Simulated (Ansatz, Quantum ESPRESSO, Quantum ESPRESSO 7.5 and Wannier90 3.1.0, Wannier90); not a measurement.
# Ballistic channels from Wannier functions: zigzag Ga chain, bond 2.55 Å, width 1.2 Å

Aim: a Wannier model and the conductance steps that follow from it, for this wire: zigzag Ga chain, bond 2.55 Å, width 1.2 Å.

Calculated with Quantum ESPRESSO 7.5 and Wannier90 3.1.0; plane-wave DFT, PBE, GBRV ultrasoft pseudopotentials (cross-check by Ansatz 0.2.0 with PAW datasets).

### 1. The starting structure

The cell holds 2 atoms: 2 Ga. Its edges and angles: a = 9.000 Å, b = 8.000 Å, c = 4.500 Å, α = 90.0°, β = 90.0°, γ = 90.0°. Vacuum lies along a and b. The structure's axis is c.

### 2. Self-consistent run

Input file scf.in:

```
&control
  prefix = 'scf'
  outdir = './out'
  pseudo_dir = './pseudo'
  calculation = 'scf'
  tprnfor = .true.
/
&system
  ibrav = 0
  nat = 2
  ntyp = 1
  ecutwfc = 34
  ecutrho = 170
  occupations = 'smearing'
  smearing = 'mv'
  degauss = 0.005
/
&electrons
  conv_thr = 1e-07
  mixing_beta = 0.4
  electron_maxstep = 120
  mixing_mode = 'local-TF'
/
ATOMIC_SPECIES
  Ga  69.7230  ga_pbe_v1.4.uspp.F.UPF
CELL_PARAMETERS angstrom
  9.00000000000000 0.00000000000000 0.00000000000000
  0.00000000000000 8.00000000000000 0.00000000000000
  0.00000000000000 0.00000000000000 4.50000000000000
ATOMIC_POSITIONS crystal
  Ga  -0.066666666700 0.000000000000 0.000000000000
  Ga  0.066666666700 0.000000000000 0.500000000000
K_POINTS automatic
  1 1 16 0 0 0
```

Started as:

```bash
$ OMP_NUM_THREADS=1 mpirun -n 2 pw.x -nk 1 -in scf.in > scf.out
```

The program printed:

```text
Program PWSCF v.7.5 starts
[citation notice left out]

     Parallel version (MPI & OpenMP), running on       2 processor cores
     Number of MPI processes:                 2
     Threads/MPI process:                     1

     MPI processes distributed on     1 nodes
[...]
Current dimensions of program PWSCF are:
     Max number of different atomic species (ntypx) = 10
     Max number of k-points (npk) =  40000
     Max angular momentum in pseudopotentials (lmaxx) =  4
     Message from routine setup:
     using ibrav=0 with symmetry is DISCOURAGED, use correct ibrav instead

     R & G space division:  proc/nbgrp/npool/nimage =       2
     Subspace diagonalization in iterative solution of the eigenvalue problem:
     a serial algorithm will be used

     Parallelization info
     --------------------
     sticks:   dense  smooth     PW     G-vecs:    dense   smooth      PW
     Min        1744    1393    390                40893    29260    4398
     Max        1745    1394    391                40894    29261    4399
     Sum        3489    2787    781                81787    58521    8797

     Using Slab Decomposition

     bravais-lattice index     =            0
     lattice parameter (alat)  =      17.0075  a.u.
     unit-cell volume          =    2186.4604 (a.u.)^3
     number of atoms/cell      =            2
     number of atomic types    =            1
     number of electrons       =        38.00
     number of Kohn-Sham states=           23
     kinetic-energy cutoff     =      34.0000  Ry
     charge density cutoff     =     170.0000  Ry
     scf convergence threshold =      1.0E-07
     mixing beta               =       0.4000
     number of iterations used =            8  local-TF  mixing
     Exchange-correlation=  SLA  PW   PBX  PBC
                           (   1   4   3   4   0   0   0)

     celldm(1)=  17.007535  celldm(2)=   0.000000  celldm(3)=   0.000000
     celldm(4)=   0.000000  celldm(5)=   0.000000  celldm(6)=   0.000000

     crystal axes: (cart. coord. in units of alat)
               a(1) = (   1.000000   0.000000   0.000000 )
               a(2) = (   0.000000   0.888889   0.000000 )
               a(3) = (   0.000000   0.000000   0.500000 )

     reciprocal axes: (cart. coord. in units 2 pi/alat)
               b(1) = (  1.000000  0.000000  0.000000 )
               b(2) = (  0.000000  1.125000  0.000000 )
               b(3) = (  0.000000  0.000000  2.000000 )

     PseudoPot. # 1 for Ga read from file:
     ./pseudo/ga_pbe_v1.4.uspp.F.UPF
     Pseudo is Ultrasoft + core correction, Zval = 19.0
     Generated by new atomic code, or converted to UPF format
     Using radial grid of  871 points,  6 beta functions with:
                l(1) =   0
                l(2) =   0
                l(3) =   1
                l(4) =   1
                l(5) =   2
                l(6) =   2
     Q(r) pseudized with  8 coefficients,  rinner =    1.250   1.250   1.250
                                                       1.250   1.250

     atomic species   valence    mass     pseudopotential
     Ga               19.00    69.72300     Ga( 1.00)

      8 Sym. Ops., with inversion, found ( 4 have fractional translation)

   Cartesian axes

     site n.     atom                  positions (alat units)
         1        Ga     tau(   1) = (  -0.0666667   0.0000000   0.0000000  )
         2        Ga     tau(   2) = (   0.0666667   0.0000000   0.2500000  )

     number of k points=     9  Marzari-Vanderbilt smearing, width (Ry)=  0.0050
                       cart. coord. in units 2pi/alat
        k(    1) = (   0.0000000   0.0000000   0.0000000), wk =   0.1250000
        k(    2) = (   0.0000000   0.0000000   0.1250000), wk =   0.2500000
        k(    3) = (   0.0000000   0.0000000   0.2500000), wk =   0.2500000
        k(    4) = (   0.0000000   0.0000000   0.3750000), wk =   0.2500000
        k(    5) = (   0.0000000   0.0000000   0.5000000), wk =   0.2500000
        k(    6) = (   0.0000000   0.0000000   0.6250000), wk =   0.2500000
        k(    7) = (   0.0000000   0.0000000   0.7500000), wk =   0.2500000
        k(    8) = (   0.0000000   0.0000000   0.8750000), wk =   0.2500000
        k(    9) = (   0.0000000   0.0000000  -1.0000000), wk =   0.1250000

     Dense  grid:    81787 G-vectors     FFT dimensions: (  72,  64,  36)

     Smooth grid:    58521 G-vectors     FFT dimensions: (  64,  60,  32)

     Estimated max dynamical RAM per process >     157.39 MB

     Estimated total dynamical RAM >     314.78 MB

     Initial potential from superposition of free atoms

     starting charge      36.0000, renormalised to      38.0000

     negative rho (up, down):  1.468E-03 0.000E+00
     Starting wfcs are   24 randomized atomic wfcs

     total cpu time spent up to now is        1.1 secs

     per-process dynamical memory:    39.0 Mb

     Self-consistent Calculation

     iteration #  1     ecut=    34.00 Ry     beta= 0.40
     Davidson diagonalization with overlap
     ethr =  1.00E-02,  avg # of iterations =  7.0

     negative rho (up, down):  3.879E-02 0.000E+00

     total cpu time spent up to now is        4.2 secs

     total energy              =    -822.68089873 Ry
     estimated scf accuracy    <      51.85250635 Ry

     iteration #  2     ecut=    34.00 Ry     beta= 0.40
[...]
negative rho (up, down):  3.507E-02 0.000E+00

[...]
total energy              =    -830.55207125 Ry
     estimated scf accuracy    <       0.28781375 Ry

     iteration #  3     ecut=    34.00 Ry     beta= 0.40
[...]
negative rho (up, down):  8.574E-02 0.000E+00

[...]
total energy              =    -830.49588188 Ry
     estimated scf accuracy    <       0.15597930 Ry

     iteration #  4     ecut=    34.00 Ry     beta= 0.40
[...]
negative rho (up, down):  8.577E-02 0.000E+00

[...]
total energy              =    -830.50890785 Ry
     estimated scf accuracy    <       0.01249637 Ry

     iteration #  5     ecut=    34.00 Ry     beta= 0.40
[...]
negative rho (up, down):  7.878E-02 0.000E+00

[...]
total energy              =    -830.50953657 Ry
     estimated scf accuracy    <       0.01138346 Ry

     iteration #  6     ecut=    34.00 Ry     beta= 0.40
[...]
negative rho (up, down):  3.928E-02 0.000E+00

[...]
total energy              =    -830.50577359 Ry
     estimated scf accuracy    <       0.01164677 Ry

     iteration #  7     ecut=    34.00 Ry     beta= 0.40
[...]
negative rho (up, down):  1.788E-02 0.000E+00

[...]
total energy              =    -830.50659339 Ry
     estimated scf accuracy    <       0.00960254 Ry

     iteration #  8     ecut=    34.00 Ry     beta= 0.40
[...]
negative rho (up, down):  1.172E-02 0.000E+00

[...]
total energy              =    -830.50477183 Ry
     estimated scf accuracy    <       0.01255253 Ry

     iteration #  9     ecut=    34.00 Ry     beta= 0.40
[...]
negative rho (up, down):  5.468E-04 0.000E+00

[...]
total energy              =    -830.50070333 Ry
     estimated scf accuracy    <       0.00755892 Ry

     iteration # 10     ecut=    34.00 Ry     beta= 0.40
[...]
negative rho (up, down):  7.586E-04 0.000E+00

[...]
total energy              =    -830.50198087 Ry
     estimated scf accuracy    <       0.00030758 Ry

     iteration # 11     ecut=    34.00 Ry     beta= 0.40
[...]
negative rho (up, down):  3.866E-04 0.000E+00

[...]
total energy              =    -830.50193807 Ry
     estimated scf accuracy    <       0.00021930 Ry

     iteration # 12     ecut=    34.00 Ry     beta= 0.40
[...]
negative rho (up, down):  3.432E-04 0.000E+00

[...]
total energy              =    -830.50200079 Ry
     estimated scf accuracy    <       0.00000506 Ry

     iteration # 13     ecut=    34.00 Ry     beta= 0.40
[...]
negative rho (up, down):  6.996E-05 0.000E+00

[...]
total energy              =    -830.50200202 Ry
     estimated scf accuracy    <       0.00000284 Ry

     iteration # 14     ecut=    34.00 Ry     beta= 0.40
[...]
negative rho (up, down):  1.053E-04 0.000E+00

[...]
total energy              =    -830.50200177 Ry
     estimated scf accuracy    <       0.00000329 Ry

     iteration # 15     ecut=    34.00 Ry     beta= 0.40
[...]
negative rho (up, down):  1.272E-04 0.000E+00

[...]
total energy              =    -830.50200256 Ry
     estimated scf accuracy    <       0.00000017 Ry

     iteration # 16     ecut=    34.00 Ry     beta= 0.40
[...]
negative rho (up, down):  1.118E-04 0.000E+00

[...]
total energy              =    -830.50200260 Ry
     estimated scf accuracy    <       0.00000013 Ry

     iteration # 17     ecut=    34.00 Ry     beta= 0.40
[...]
negative rho (up, down):  1.099E-04 0.000E+00

[...]
End of self-consistent calculation

          k = 0.0000 0.0000 0.0000 (  7289 PWs)   bands (ev):

   -96.6354 -96.6340 -96.5918 -96.5889 -96.5255 -96.5118 -17.0750 -17.0197
   -17.0096 -16.9724 -16.9651 -16.9316 -16.8467 -16.7978 -16.7931 -16.7626
    -9.4050  -4.4173  -2.3201  -2.0968  -0.0142   0.0709   1.3455

          k = 0.0000 0.0000 0.1250 (  7305 PWs)   bands (ev):

   -96.6354 -96.6340 -96.5918 -96.5889 -96.5254 -96.5119 -17.0754 -17.0272
   -17.0099 -16.9678 -16.9658 -16.9297 -16.8560 -16.7942 -16.7934 -16.7533
    -9.3771  -4.4855  -2.2913  -2.2580  -0.0062   0.3780   1.3508

          k = 0.0000 0.0000 0.2500 (  7280 PWs)   bands (ev):

   -96.6353 -96.6340 -96.5917 -96.5890 -96.5249 -96.5122 -17.0768 -17.0431
   -17.0105 -16.9680 -16.9600 -16.9242 -16.8757 -16.7976 -16.7809 -16.7335
    -9.2935  -4.7084  -2.5176  -2.2051   0.0069   1.0907   1.3548

          k = 0.0000 0.0000 0.3750 (  7310 PWs)   bands (ev):

   -96.6352 -96.6341 -96.5916 -96.5892 -96.5242 -96.5128 -17.0793 -17.0604
   -17.0109 -16.9714 -16.9539 -16.9157 -16.8968 -16.8030 -16.7626 -16.7123
    -9.1539  -5.0940  -2.6482  -2.0621  -0.0149   1.3327   1.3954

          k = 0.0000 0.0000 0.5000 (  7314 PWs)   bands (ev):

   -96.6352 -96.6342 -96.5915 -96.5894 -96.5233 -96.5136 -17.0831 -17.0761
   -17.0106 -16.9759 -16.9505 -16.9153 -16.9052 -16.8105 -16.7412 -16.6938
    -8.9584  -5.5896  -2.6198  -1.8634  -0.1431   1.1205   1.3164

          k = 0.0000 0.0000 0.6250 (  7308 PWs)   bands (ev):

   -96.6351 -96.6343 -96.5913 -96.5897 -96.5222 -96.5146 -17.0885 -17.0882
   -17.0092 -16.9812 -16.9490 -16.9295 -16.8932 -16.8196 -16.7196 -16.6798
    -8.7069  -6.1262  -2.4710  -1.6108  -0.4177   0.7420   1.4028

[...]
the Fermi energy is    -2.1930 ev

!    total energy              =    -830.50200263 Ry
     estimated scf accuracy    <          2.8E-09 Ry
     smearing contrib. (-TS)   =       0.00015510 Ry
     internal energy E=F+TS    =    -830.50215772 Ry

     The total energy is F=E-TS. E is the sum of the following terms:
     one-electron contribution =   -1321.89562257 Ry
     hartree contribution      =     658.04870345 Ry
     xc contribution           =     -96.70367727 Ry
     ewald contribution        =     -69.95156133 Ry

     convergence has been achieved in  17 iterations

     negative rho (up, down):  1.099E-04 0.000E+00

     Forces acting on atoms (cartesian axes, Ry/au):

     atom    1 type  1   force =     0.01158133    0.00000000    0.00000000
     atom    2 type  1   force =    -0.01158133    0.00000000    0.00000000

     Total force =     0.016378     Total SCF correction =     0.000185

[...]
=------------------------------------------------------------------------------=
   JOB DONE.
=------------------------------------------------------------------------------=
```

Elapsed: 42 s, on 2 MPI ranks of Arm Neoverse N1, shared host; peak memory 0.4 GiB.

This step gave:

```
free energy  : -11299.5554 eV
Fermi energy : -2.193 eV
```

The program's own clock; routines nest. Time by routine:

| routine | wall time (s) | calls |
| --- | --- | --- |
| PWSCF | 41.02 | 1 |
| electrons | 39.48 | 1 |
| c_bands | 23.26 | 17 |
| cegterg | 22.43 | 153 |
| h_psi | 16.83 | 640 |
| fftw | 16.02 | 22265 |
| vloc_psi | 14.98 | 640 |
| sum_band | 7.42 | 17 |
| mix_rho | 4.25 | 17 |
| newd | 4.01 | 18 |
| ffts | 2.12 | 2003 |
| calbec | 1.29 | 829 |
| init_run | 0.98 | 1 |
| h_psi:calbec | 0.9 | 640 |

The run needed 17 iterations to bring the estimated error under 1e-07 Ry; the largest force on any atom, held or free, is 0.30 eV/Å.

### 3. Full uniform mesh without symmetry

Wannier90 needs the states on a whole uniform mesh, listed point by point, without symmetry.

nscf.in, as its differences from the input of step 2:

```diff
@@ -1,7 +1,6 @@
 &control
-  prefix = 'scf'
+  prefix = 'nscf'
   outdir = './out'
   pseudo_dir = './pseudo'
-  calculation = 'scf'
-  tprnfor = .true.
+  calculation = 'nscf'
 /
@@ -16,5 +15,8 @@
   degauss = 0.005
+  nosym = .true.
+  noinv = .true.
+  nbnd = 33
 /
 &electrons
-  conv_thr = 1e-07
+  conv_thr = 1e-09
   mixing_beta = 0.4
@@ -22,2 +24,3 @@
   mixing_mode = 'local-TF'
+  diago_full_acc = .true.
 /
@@ -32,3 +35,11 @@
   Ga  0.066666666700 0.000000000000 0.500000000000
-K_POINTS automatic
-  1 1 16 0 0 0
+K_POINTS crystal
+8
+  0.0000000000 0.0000000000 0.0000000000 0.125
+  0.0000000000 0.0000000000 0.1250000000 0.125
+  0.0000000000 0.0000000000 0.2500000000 0.125
+  0.0000000000 0.0000000000 0.3750000000 0.125
+  0.0000000000 0.0000000000 0.5000000000 0.125
+  0.0000000000 0.0000000000 0.6250000000 0.125
+  0.0000000000 0.0000000000 0.7500000000 0.125
+  0.0000000000 0.0000000000 0.8750000000 0.125
```

Started as:

```bash
$ cp -r out/scf.save out/nscf.save
$ cp out/scf.xml out/nscf.xml
$ OMP_NUM_THREADS=1 mpirun -n 2 pw.x -nk 1 -in nscf.in > nscf.out
```

The program printed:

```text
[banner, memory and clock lines left out]
Program PWSCF v.7.5 starts
[citation notice left out]

[...]
bravais-lattice index     =            0
     lattice parameter (alat)  =      17.0075  a.u.
     unit-cell volume          =    2186.4604 (a.u.)^3
     number of atoms/cell      =            2
     number of atomic types    =            1
     number of electrons       =        38.00
     number of Kohn-Sham states=           33
     kinetic-energy cutoff     =      34.0000  Ry
     charge density cutoff     =     170.0000  Ry
     Exchange-correlation=  SLA  PW   PBX  PBC
                           (   1   4   3   4   0   0   0)

[...]
PseudoPot. # 1 for Ga read from file:
     ./pseudo/ga_pbe_v1.4.uspp.F.UPF
     Pseudo is Ultrasoft + core correction, Zval = 19.0
     Generated by new atomic code, or converted to UPF format
     Using radial grid of  871 points,  6 beta functions with:
                l(1) =   0
                l(2) =   0
                l(3) =   1
                l(4) =   1
                l(5) =   2
                l(6) =   2
     Q(r) pseudized with  8 coefficients,  rinner =    1.250   1.250   1.250
                                                       1.250   1.250

     atomic species   valence    mass     pseudopotential
     Ga               19.00    69.72300     Ga( 1.00)

     No symmetry found

[...]
number of k points=     8  Marzari-Vanderbilt smearing, width (Ry)=  0.0050
[...]
Dense  grid:    81787 G-vectors     FFT dimensions: (  72,  64,  36)

     Smooth grid:    58521 G-vectors     FFT dimensions: (  64,  60,  32)

     The potential is recalculated from file :
     ./out/nscf.save/charge-density

     negative rho (up, down):  1.099E-04 0.000E+00
     Starting wfcs are   24 randomized atomic wfcs +    9 random wfcs

     Band Structure Calculation
     Davidson diagonalization with overlap

     ethr =  2.63E-12,  avg # of iterations = 55.1

     End of band structure calculation

          k = 0.0000 0.0000 0.0000 (  7289 PWs)   bands (ev):

   -96.6354 -96.6340 -96.5918 -96.5888 -96.5255 -96.5118 -17.0750 -17.0196
   -17.0096 -16.9724 -16.9650 -16.9316 -16.8466 -16.7977 -16.7931 -16.7625
    -9.4049  -4.4172  -2.3201  -2.0967  -0.0142   0.0709   1.3457   1.6369
     2.6678   3.0998   3.4917   4.2583   4.5203   4.8454   5.3506   6.1190
     6.5011

          k = 0.0000 0.0000 0.2500 (  7280 PWs)   bands (ev):

   -96.6353 -96.6341 -96.5917 -96.5890 -96.5249 -96.5122 -17.0768 -17.0430
   -17.0105 -16.9679 -16.9599 -16.9241 -16.8757 -16.7976 -16.7809 -16.7335
    -9.2934  -4.7083  -2.5175  -2.2050   0.0069   1.0908   1.3550   1.5512
     2.4888   3.2232   3.6071   3.8184   4.2260   4.9915   5.4649   6.0957
     6.2042

[...]
the Fermi energy is    -2.1880 ev
     (compare with:    -2.1930 eV, computed in scf)

[...]
```

It took 25 s on 2 MPI ranks; peak memory 0.16 GiB; 50 s of CPU time.

Numbers from this step:

- Fermi energy: -2.188 eV

The program's own clock; routines nest. Time by routine:

| routine | wall time (s) | calls |
| --- | --- | --- |
| PWSCF | 24.75 | 1 |
| electrons | 24.16 | 1 |
| c_bands | 24.16 | 1 |
| cegterg | 23.53 | 26 |
| h_psi | 14.89 | 475 |
| vloc_psi | 13.32 | 475 |
| fftw | 12.08 | 16488 |
| h_psi:calbec | 0.77 | 475 |
| calbec | 0.76 | 475 |
| s_psi | 0.75 | 475 |
| add_vuspsi | 0.75 | 475 |
| cdiaghg | 0.72 | 449 |
| init_run | 0.44 | 1 |
| newd | 0.22 | 1 |

[end of part 1 of 5]

[Logs are printed without paths, hosts, clocks, repeated set-up lines and the standing remarks that a program may print on its own settings, such as how far it seeks lower states.]

[Hosts, paths, dates, database ids (printed as entryN), source tags and the programs' standing remarks are cut or masked in the printed files.]

[Maps of the electrostatic potential energy from Ansatz leave out the sawtooth potential of an applied field or a dipole correction, so their vacuum need not be flat; planar profiles and work functions include it.]
